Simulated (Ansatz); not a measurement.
# A thicker film of LiF (001) from two thinner ones

In a field along its normal an insulating film takes a dipole p. Written as a length, p/(ε₀AE), it should grow by 1 − 1/ε for each ångström added.

How it was computed: Ansatz 0.2.0, plane waves with PAW datasets (its set soft_2), PBE; rocksalt films relaxed at a bulk in-plane lattice constant near the measured one, then held in weak fields of both signs with a dipole correction (A is the cell's area, E the outer field).

```tsv
run	distance between the outer atoms (Å)	p/(ε₀AE) (Å)
3 units	4.135	3.495
5 units	8.235	5.600
8 units	14.389	?
```

Q: Estimate the withheld value from the rows shown.

Two rows fix a line: slope = (5.600 − 3.495) / (8.235 − 4.135) = 0.5134, intercept 1.3721. That slope means ε = 1/(1 − 0.5134) = 2.06. At 14.389 it gives 0.5134 × 14.389 + 1.3721 = 8.759 Å, beyond the rows fitted. Rounding of the rows alone allows about ±0.003 Å there; two rows can't show whether the line holds.

The run itself gives 8.764 Å: a miss of +0.005 Å, or 0.1 % of the value. The length is met to within 1 %, though ε is more sensitive than the length: the two thickest films give ε = 2.06.

Caveats: This is the electronic response alone. A unit is one step of the cut along the normal (a plane, a pair of planes or a cell), and the layers relax along it, away from their bulk spacing where the functional's lattice constant differs from the one held.

[Logs are printed without paths, hosts, clocks, repeated set-up lines and the standing remarks that a program may print on its own settings, such as how far it seeks lower states.]
